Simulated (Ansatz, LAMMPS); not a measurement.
# Structural relaxation of amorphous 25TiO2-75Al2O3 (mol %) (108 atoms)

Wanted: the relaxed structure of amorphous 25TiO2-75Al2O3 (mol %) (108 atoms) and its electronic structure.

Method: Kohn-Sham DFT, PBE, PAW (set soft_2), plane waves, in Ansatz 0.2.0.

Report form: inputs, costs, results and the conclusion, without the logs.

## Step 1: Starting point

The cell holds 108 atoms: 6 Ti, 36 Al and 66 O. Its edges and angles: a = 10.695 Å, b = 10.695 Å, c = 10.695 Å, α = 90.0°, β = 90.0°, γ = 90.0°. 108 atoms (6 Ti, 36 Al, 66 O) placed at random at 3.14 g/cm³, melted at 5000 K for 10 ps at fixed volume with the Morse and Coulomb pair potential with partial charges (Pedone, Malavasi, Menziani, Cormack and Segre, J. Phys. Chem. B 110, 11780 (2006)). Quenched from 5000 K to 300 K at 50 K/ps and fixed volume, held 5 ps, then minimised at fixed cell.

Before any run, some limits are plain. The quench rate of 50 K/ps is many orders above laboratory rates, so the cell is likely richer in defects and strain than a real sample. The starting topology of bonds comes from the classical model. Only the Γ point is sampled in the main run, in a cell whose shortest periodic width is 11 Å.

## Step 2: How the cell was made

A classical potential supplies the starting structure, since it reaches far longer times than DFT.

This step: classical MD, Morse and Coulomb pair potential with partial charges (Pedone, Malavasi, Menziani, Cormack and Segre, J. Phys. Chem. B 110, 11780 (2006)) (LAMMPS 22 Jul 2025 - Update 4).

Contents of in.lmp:

```
# melt-quench of Ti6Al36O66
units metal
atom_style charge
boundary p p p
region box block 0 10.6951 0 10.6951 0 10.6951
create_box 3 box
mass 1 47.8670   # Ti
mass 2 26.9815   # Al
mass 3 15.9990   # O
create_atoms 1 random 6 41526 NULL overlap 1.5 maxtry 2000
create_atoms 2 random 36 41533 NULL overlap 1.5 maxtry 2000
create_atoms 3 random 66 41540 NULL overlap 1.5 maxtry 2000
pair_style hybrid/overlay pedone 5.5 coul/long 8.0
pair_coeff * * coul/long
pair_coeff 1 3 pedone 0.024235 2.254703 2.708943 1   # Ti-O
pair_coeff 2 3 pedone 0.361581 1.900442 2.164818 0.9   # Al-O
pair_coeff 3 3 pedone 0.042395 1.379316 3.618701 22   # O-O
set type 1 charge 2.4
set type 2 charge 1.8
set type 3 charge -1.2
kspace_style pppm 1.0e-4
neigh_modify delay 0 every 1 check yes
thermo_style custom step time temp pe press density
thermo_modify norm yes
timestep 0.002
thermo 100
min_style cg
minimize 1e-4 1e-4 200 2000
reset_timestep 0
velocity all create 5000 41527 mom yes dist gaussian
fix lim all nve/limit 0.05
fix lan all langevin 5000 5000 0.2 41528 zero yes
thermo 500
run 1000 post no
# [... 10 lines left out ...]
thermo 1250
fix md all nvt temp 300 300 0.2
run 2500 post no
unfix md
thermo 100
min_style cg
minimize 0 1e-3 2000 20000
write_dump all custom glass.dump id type xs ys zs modify sort id
```

The run is started by

```sh
> lmp -in in.lmp -log none -nocite
```

Run time: 31 s. Hardware: 1 thread of Arm Neoverse V1, shared host; peak memory 0.072 GiB.

## Step 3: Single point at the start

The forces at the start show how far the geometry lies from a minimum of this functional.

Contents of input.yaml:

```yaml
crystal:
  lattice:
    - [10.6951, 0.0, 0.0]
    - [0.0, 10.6951, 0.0]
    - [0.0, 0.0, 10.6951]
  atoms:
    - { symbol: Ti, position: [0.50789, 0.92826, 0.68879] }
    - { symbol: Ti, position: [0.21588, 0.99378, 0.39781] }
    - { symbol: Ti, position: [0.86058, 0.38137, 0.20665] }
    - { symbol: Ti, position: [0.1463, 0.57956, 0.18008] }
    - { symbol: Ti, position: [0.23757, 0.65537, 0.4944] }
    - { symbol: Ti, position: [0.09305, 0.14976, 0.10358] }
    - { symbol: Al, position: [0.09652, 0.81162, 0.72962] }
    - { symbol: Al, position: [0.40069, 0.81503, 0.14293] }
    - { symbol: Al, position: [0.67956, 0.40479, 0.45908] }
    - { symbol: Al, position: [0.9359, 0.35563, 0.60067] }
    - { symbol: Al, position: [0.61818, 0.11298, 0.23111] }
    - { symbol: Al, position: [0.52117, 0.38258, 0.86676] }
    - { symbol: Al, position: [0.28723, 0.01942, 0.89746] }
    - { symbol: Al, position: [0.2239, 0.35475, 0.51803] }
    - { symbol: Al, position: [0.11771, 0.84236, 0.0276] }
    - { symbol: Al, position: [0.11896, 0.11256, 0.68074] }
    - { symbol: Al, position: [0.9225, 0.5582, 0.39176] }
    - { symbol: Al, position: [0.51981, 0.62352, 0.35678] }
    - { symbol: Al, position: [0.53806, 0.91468, 0.38615] }
    - { symbol: Al, position: [0.56994, 0.6164, 0.6527] }
    - { symbol: Al, position: [0.76234, 0.13077, 0.49021] }
    - { symbol: Al, position: [0.0382, 0.19874, 0.3719] }
    - { symbol: Al, position: [0.56841, 0.9499, 0.99692] }
    - { symbol: Al, position: [0.71595, 0.23393, 0.03613] }
    - { symbol: Al, position: [0.31763, 0.46131, 0.73848] }
    - { symbol: Al, position: [0.87374, 0.95761, 0.67463] }
    - { symbol: Al, position: [0.83074, 0.9569, 0.09617] }
    - { symbol: Al, position: [0.47953, 0.24128, 0.61557] }
    - { symbol: Al, position: [0.20458, 0.29326, 0.90045] }
    - { symbol: Al, position: [0.92717, 0.28686, 0.84574] }
    - { symbol: Al, position: [0.92209, 0.92396, 0.38434] }
    - { symbol: Al, position: [0.41689, 0.20603, 0.06297] }
    - { symbol: Al, position: [0.45071, 0.32243, 0.3311] }
    - { symbol: Al, position: [0.36257, 0.76004, 0.84035] }
    - { symbol: Al, position: [0.73698, 0.76412, 0.51398] }
    - { symbol: Al, position: [0.45262, 0.53208, 0.12632] }
    - { symbol: Al, position: [0.75289, 0.74563, 0.25158] }
    - { symbol: Al, position: [0.12865, 0.58576, 0.86177] }
    - { symbol: Al, position: [0.86496, 0.58647, 0.73442] }
    - { symbol: Al, position: [0.71617, 0.54651, 0.01551] }
    - { symbol: Al, position: [0.67973, 0.13657, 0.77993] }
    - { symbol: Al, position: [0.82773, 0.77942, 0.92566] }
    - { symbol: O, position: [0.79189, 0.62402, 0.89492] }
    - { symbol: O, position: [0.07851, 0.89742, 0.38166] }
    - { symbol: O, position: [0.54802, 0.30009, 0.46914] }
    - { symbol: O, position: [0.79396, 0.39806, 0.04819] }
    - { symbol: O, position: [0.67858, 0.07089, 0.08009] }
    - { symbol: O, position: [0.15112, 0.10581, 0.27878] }
    - { symbol: O, position: [0.43752, 0.81432, 0.981] }
    - { symbol: O, position: [0.9392, 0.07141, 0.10233] }
    - { symbol: O, position: [0.99126, 0.27653, 0.23468] }
    - { symbol: O, position: [0.0396, 0.25999, 0.96186] }
    - { symbol: O, position: [0.3552, 0.92805, 0.7755] }
    - { symbol: O, position: [0.0648, 0.31492, 0.4855] }
    - { symbol: O, position: [0.1615, 0.61874, 0.34987] }
    - { symbol: O, position: [0.09807, 0.6059, 0.01776] }
    - { symbol: O, position: [0.91281, 0.09695, 0.41798] }
    - { symbol: O, position: [0.98298, 0.51926, 0.23267] }
    - { symbol: O, position: [0.79326, 0.44899, 0.34895] }
    - { symbol: O, position: [0.51447, 0.93171, 0.19764] }
    - { symbol: O, position: [0.29405, 0.50665, 0.13598] }
    - { symbol: O, position: [0.46115, 0.67807, 0.20081] }
    - { symbol: O, position: [0.95249, 0.83214, 0.02635] }
    - { symbol: O, position: [0.17765, 0.0947, 0.52916] }
    - { symbol: O, position: [0.8263, 0.89445, 0.25026] }
    - { symbol: O, position: [0.78972, 0.29457, 0.5289] }
    - { symbol: O, position: [0.84663, 0.69688, 0.38678] }
    - { symbol: O, position: [0.21427, 0.14268, 0.81256] }
    - { symbol: O, position: [0.14714, 0.42641, 0.81409] }
    - { symbol: O, position: [0.49892, 0.49228, 0.72951] }
    - { symbol: O, position: [0.49415, 0.74585, 0.72791] }
    - { symbol: O, position: [0.78878, 0.19994, 0.8868] }
    - { symbol: O, position: [0.18461, 0.76789, 0.60307] }
    - { symbol: O, position: [0.60442, 0.54732, 0.49397] }
    - { symbol: O, position: [0.4873, 0.0822, 0.61598] }
    - { symbol: O, position: [0.33374, 0.30922, 0.63408] }
    - { symbol: O, position: [0.42074, 0.06146, 0.98884] }
    - { symbol: O, position: [0.01205, 0.66375, 0.76622] }
    [... 24 atom lines left out ...]
    - { symbol: O, position: [0.47673, 0.20257, 0.2207] }
    - { symbol: O, position: [0.73765, 0.62874, 0.15035] }
    - { symbol: O, position: [0.55458, 0.51408, 0.99504] }
    - { symbol: O, position: [0.7384, 0.65998, 0.64704] }
    - { symbol: O, position: [0.58204, 0.26382, 0.74853] }
    - { symbol: O, position: [0.16722, 0.00514, 0.01904] }
kpoints:
  mp_grid: { grid: [1, 1, 1] }
hamiltonian:
  xc: pbe
scf:
  occupations: { method: fermi_dirac, width: 0.025 }
output:
  forces: true
```

The run is started by

```sh
> ansatz run input.yaml --threads 4 --pin off --max-ram 8192MiB --backend cpu --events-out ev --progress --plain --runs-dir out
```

It took 15 s on 4 threads of Arm Neoverse V1, shared host; peak memory 1.6 GiB; 56 s of CPU time.

The run gave:

```
free energy            : -71940.7572 eV
free energy per atom   : -666.1181 eV/atom
SCF cycles             : 11
r.m.s. force component : 0.5242 eV/Å
longest force          : 2.235 eV/Å
Fermi energy           : 6.773 eV
```

The r.m.s. force component of 0.52 eV/Å sets the starting point.

Neighbours are counted within 2.38 Å (O-Al), 2.64 Å (O-Ti).

Length of the force by element and coordination:

```tsv
element	coordination	atoms	mean length of the force (eV/Å)	spread	least	most
Al	all	36	0.676	0.346	0.128	1.63
Al	4	23	0.695	0.300	0.166	1.63
Al	5	11	0.684	0.419	0.185	1.37
Al	6	2	0.418	0.290	0.128	0.708
O	all	66	0.825	0.408	0.195	1.93
O	2	13	1.10	0.394	0.426	1.93
O	3	50	0.756	0.392	0.195	1.77
O	4	3	0.771	0.152	0.557	0.891
Ti	all	6	1.34	0.520	0.700	2.23
Ti	4	2	1.05	0.271	0.775	1.32
Ti	5	3	1.52	0.632	0.700	2.23
Ti	6	1	1.37	0	1.37	1.37
```

## Step 4: Cell and atoms relaxed

The cell is relaxed with the atoms, since the starting lattice needn't suit this functional.

Changes to input.yaml since step 3:

```diff
@@ -15 +15,5 @@
   forces: true
+relax:
+  f_tol: 0.04
+  max_steps: 250
+  cell: {}
```

The job ended after 3.7 min (4 threads; peak memory 1.6 GiB).

The steps of the relaxation:

```tsv
step	energy less that of the first step (eV)	largest force component (eV/Å)	pressure (GPa)	volume (Å³)
1	0.0000	1.8380	2.86	1223.36
2	-1.7499	1.1906	1.32	1225.27
3	-2.7007	0.5752	-0.34	1226.71
4	-3.1327	0.4274	-0.28	1223.20
5	-3.5059	0.3040	-0.02	1220.57
6	-3.7022	0.4632	0.06	1220.07
7	-3.8003	0.2212	-0.04	1221.05
8	-3.8229	0.0749	0.02	1220.47
9	-3.8234	0.0285	-0.01	1220.93
10*	-3.9159	0.0286	0.08	1220.93
11	-3.9198	0.0935	0.09	1218.98
12	-3.9136	0.0796	-0.18	1222.40
13	-3.9240	0.0180	0.00	1221.17
14*	-3.9261	0.0180	0.01	1221.17
```

Relaxation steps marked * repeat the geometry before them on a plane-wave basis chosen anew for their cell, so energy and pressure can jump there. Relaxation step 11 was tried and not accepted.

```tsv
cell as run	before	after	change
a (Å)	10.695	10.350	-3.2 %
b (Å)	10.695	11.096	+3.7 %
c (Å)	10.695	10.637	-0.5 %
α (°)	90.00	91.31	+1.5 %
β (°)	90.00	90.18	+0.2 %
γ (°)	90.00	90.44	+0.5 %
volume (Å³/atom)	11.33	11.31	-0.2 %
```

The atoms that moved most (Å, as changes of fractional coordinates times the final cell):

```tsv
atom	dx	dy	dz	length
O55	-0.497	-0.022	0.287	0.574
O92	0.442	-0.255	-0.148	0.531
O99	0.068	0.039	0.396	0.403
Al22	0.317	0.000	0.129	0.342
O87	-0.180	0.174	-0.226	0.338
Al7	-0.314	-0.004	0.119	0.336
O81	-0.269	-0.031	-0.156	0.312
O64	-0.101	0.250	-0.122	0.296
```

The relaxation changed the energy by -36.4 meV/atom, and atoms moved by 0.17 Å r.m.s., 0.57 Å at most.

## Step 5: Structure statistics after relaxation

Bonds before and after, by the cutoffs listed below:

```tsv
pair	bonds before	bonds after	mean before (Å)	mean after (Å)	spread before (Å)	spread after (Å)
O-Al	158	160	1.830	1.836	0.098	0.068
O-Ti	29	29	1.910	1.925	0.149	0.126
```

Density 3.15 g/cm³, 11.31 Å³ an atom.

g(r), total and by pair (bins of 0.2 Å):

```tsv
r (Å)	total	O-O	O-Al	O-Ti	Al-Al	Al-Ti	Ti-Ti
1.60	0.03	0.00	0.07	0.00	0.00	0.00	0.00
1.80	3.74	0.00	8.19	5.93	0.00	0.00	0.00
2.00	0.82	0.00	1.49	3.05	0.00	0.00	0.00
2.20	0.05	0.00	0.00	0.78	0.00	0.00	0.00
2.40	0.19	0.52	0.00	0.00	0.00	0.00	0.00
2.60	0.71	1.56	0.21	0.00	0.42	0.00	0.00
2.80	1.46	3.23	0.26	0.15	0.96	0.84	0.00
3.00	1.25	2.27	0.30	0.00	2.16	1.24	0.00
3.20	1.21	1.03	0.71	0.58	3.98	1.52	0.00
3.40	1.02	0.74	1.08	0.31	1.58	2.53	2.23
3.60	0.95	0.62	1.27	1.24	0.64	1.06	2.00
3.80	0.85	0.57	1.19	1.19	0.31	0.45	5.49
4.00	0.96	0.58	1.34	2.00	0.37	0.58	0.00
4.20	1.08	0.61	1.50	1.59	0.88	0.90	1.55
4.40	1.20	0.73	1.62	1.45	1.01	1.17	1.35
4.60	1.07	1.01	1.17	1.40	0.74	1.06	0.00
4.80	0.90	0.95	0.83	0.69	1.01	1.28	0.00
5.00	0.94	1.35	0.59	0.67	0.99	0.80	2.12
```

Bonds by pair of elements; cutoffs follow the first minimum of g(r), held within bounds set by covalent radii, and pairs that aren't listed don't count as bonded:

```tsv
pair A-B	cutoff (Å)	bonds	mean length (Å)	spread (Å)	shortest (Å)	B about A	A about B
O-Al	2.27	160	1.84	0.068	1.68	2.42	4.44
O-Ti	2.64	29	1.93	0.126	1.77	0.439	4.83
```

How many atoms have how many bonded neighbours:

```tsv
element	mean	2	3	4	5	6
Al	4.44	0	0	21	14	1
O	2.86	11	53	2	0	0
Ti	4.83	0	0	2	3	1
```

Bond angles, per cent of each kind in bins of 5°:

```tsv
angle (°)	O-Al-O	Al-O-Al	O-Ti-O	Al-O-Ti
65–70	0.0	0.0	1.8	0.0
70–75	0.0	0.0	3.5	0.0
75–80	3.6	0.0	1.8	0.0
80–85	5.7	0.0	7.0	0.0
85–90	8.2	2.2	12.3	0.0
90–95	12.5	7.3	12.3	7.1
95–100	8.5	8.1	8.8	14.3
100–105	14.2	3.7	10.5	9.5
105–110	12.5	5.1	10.5	7.1
110–115	11.0	14.0	1.8	4.8
115–120	5.0	11.0	10.5	2.4
120–125	1.8	23.5	3.5	9.5
125–130	3.9	12.5	0.0	4.8
130–135	2.1	4.4	1.8	9.5
135–140	1.1	2.2	0.0	11.9
140–145	0.7	0.7	3.5	4.8
145–150	2.5	2.2	1.8	7.1
150–155	2.1	1.5	0.0	0.0
155–160	0.7	0.7	1.8	2.4
160–165	1.8	0.0	3.5	2.4
165–170	1.1	0.0	1.8	0.0
170–175	0.7	0.7	1.8	2.4
175–180	0.4	0.0	0.0	0.0
```

Bond angles (no mean is given where the spread exceeds 20°):

```tsv
angle	count	mean (°)	spread (°)
O-Al-O	281	-	-
Al-O-Al	136	117	15.1
O-Ti-O	57	-	-
Al-O-Ti	42	-	-
Ti-O-Ti	4	141	13.5
```

Oxygen atoms by the number of network formers (Si, P, Ge, B, Al, As, Ga) bound to them:

```tsv
network formers bound to O	O atoms	per cent
0	0	0
1	12	18.2
2	16	24.2
3	36	54.5
4	2	3
```

Network units: each former by its oxygen neighbours and how many of them bridge to another former:

```tsv
former	O neighbours	bridging O	atoms
Al	4	3	4
Al	4	4	17
Al	5	3	2
Al	5	4	4
Al	5	5	8
Al	6	6	1
```

Bond length by coordination (bonds to H left out):

```tsv
element	coordination	atoms	mean bond length (Å)
Al	4	21	1.79
Al	5	14	1.88
Al	6	1	1.94
O	2	11	1.77
O	3	53	1.86
O	4	2	1.94
Ti	4	2	1.83
Ti	5	3	1.95
Ti	6	1	2.00
```

Rings of the network by King's shortest-path rule, up to 12 atoms, one path for each pair of neighbours; H, halogens, alkali and alkaline-earth atoms are left out:

```tsv
ring size (atoms)	rings	per network atom
4	20	0.185
6	50	0.463
8	90	0.833
10	30	0.278
12	3	0.028
```

First main peaks of g(r), for some of the pairs, lie near 2.9 Å (O-O), 1.8 Å (O-Al), 1.9 Å (O-Ti), 3.2 Å (Al-Al) and 3.4 Å (Al-Ti). Counting bonds as in the table, 58 % of Al atoms have 4, 80 % of O atoms have 3 and 50 % of Ti atoms have 5 bonded neighbours. 24 % of the oxygens bridge two formers and 18 % are non-bridging; 54 % join three; 3 % join four. The commonest Al unit has 4 oxygens, 4 of them shared with other formers (17 of 36 atoms). Rings of 8 atoms are the most common (47 % of those counted); sizes run from 4 to 12, where the search stops.

(Part 1 of 2 ends here.)

[Long decimals in the printed logs are rounded to 6 places.]

[Logs are printed without paths, hosts, clocks, repeated set-up lines and the standing remarks that a program may print on its own settings, such as how far it seeks lower states.]

[Hosts, paths, dates, database ids (printed as entryN), source tags and the programs' standing remarks are cut or masked in the printed files.]

[A walk said to have stopped at its limit may instead have ended on an SCF cycle that didn't converge.]
